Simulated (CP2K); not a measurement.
Fluorocarbonylacetaldehyde has these distinct O atoms: O1 (bonded to C) and O5 (bonded to C).

```xyz
9

O    -1.4554    1.0051   -0.9316
C    -1.2747    0.2753    0.0212
C     0.0584   -0.3546    0.4149
C     1.2145   -0.0327   -0.4899
O     1.9209   -0.7734   -1.1091
F     1.4257    1.3269   -0.5252
H    -2.1124   -0.0024    0.7063
H     0.2911    0.0008    1.4333
H    -0.0681   -1.4449    0.4801
```

Their partial O K spectra (CP2K XAS_TDP, all-electron GAPW, PBEh(45%), aug-cc-pVDZ, TDA, GW2X-corrected core level, no relativity) are given in random order, each times the number of alike atoms.

Gaussian full width 0.5 eV, oscillator strength per eV, alike atoms added, rows of zeros left out:

```csv
E (eV),curve 1,curve 2
531.00,0.000,0.008
531.25,0.000,0.053
531.50,0.000,0.087
531.75,0.000,0.036
532.00,0.007,0.004
532.25,0.046,0.000
532.50,0.081,0.000
532.75,0.036,0.000
533.00,0.004,0.000
536.50,0.000,0.001
536.75,0.001,0.000
537.00,0.001,0.000
537.25,0.000,0.001
537.50,0.000,0.001
537.75,0.000,0.003
538.00,0.001,0.006
538.25,0.003,0.003
538.50,0.007,0.001
538.75,0.010,0.001
539.00,0.013,0.007
539.25,0.015,0.013
539.50,0.011,0.008
539.75,0.009,0.004
540.00,0.009,0.009
540.25,0.005,0.015
540.50,0.004,0.009
540.75,0.009,0.008
541.00,0.012,0.010
541.25,0.007,0.006
541.50,0.005,0.003
541.75,0.011,0.004
542.00,0.014,0.009
542.25,0.019,0.016
542.50,0.017,0.014
542.75,0.008,0.013
543.00,0.005,0.011
543.25,0.004,0.012
543.50,0.002,0.019
543.75,0.004,0.016
544.00,0.009,0.007
544.25,0.014,0.003
544.50,0.009,0.003
544.75,0.006,0.009
545.00,0.011,0.010
```

**Question.** Which curve belongs to which atom?

Curve 1: O5 (bonded to C), leading line at 532.48 eV (f = 0.043 an atom), ionisation energy 539.35 eV, term value 6.87 eV. Curve 2: O1 (bonded to C), leading line at 531.46 eV (f = 0.047 an atom), ionisation energy 539.05 eV, term value 7.59 eV. The leading line of an atom is its first one with 35 % of the strongest within 2.5 eV of its lowest line over the strength cut. A line lies at the core ionisation energy, which rises as an atom loses charge to its neighbours or to a π system, less the term value, which is large for a low π* or σ* orbital with weight on that atom.

[Banner, clock and machine lines of the logs are left out without a mark of their own.]

[Logs are printed without paths, hosts, clocks, repeated set-up lines and the standing remarks that a program may print on its own settings, such as how far it seeks lower states.]

[Hosts, paths, dates, database ids (printed as entryN), source tags and the programs' standing remarks are cut or masked in the printed files.]
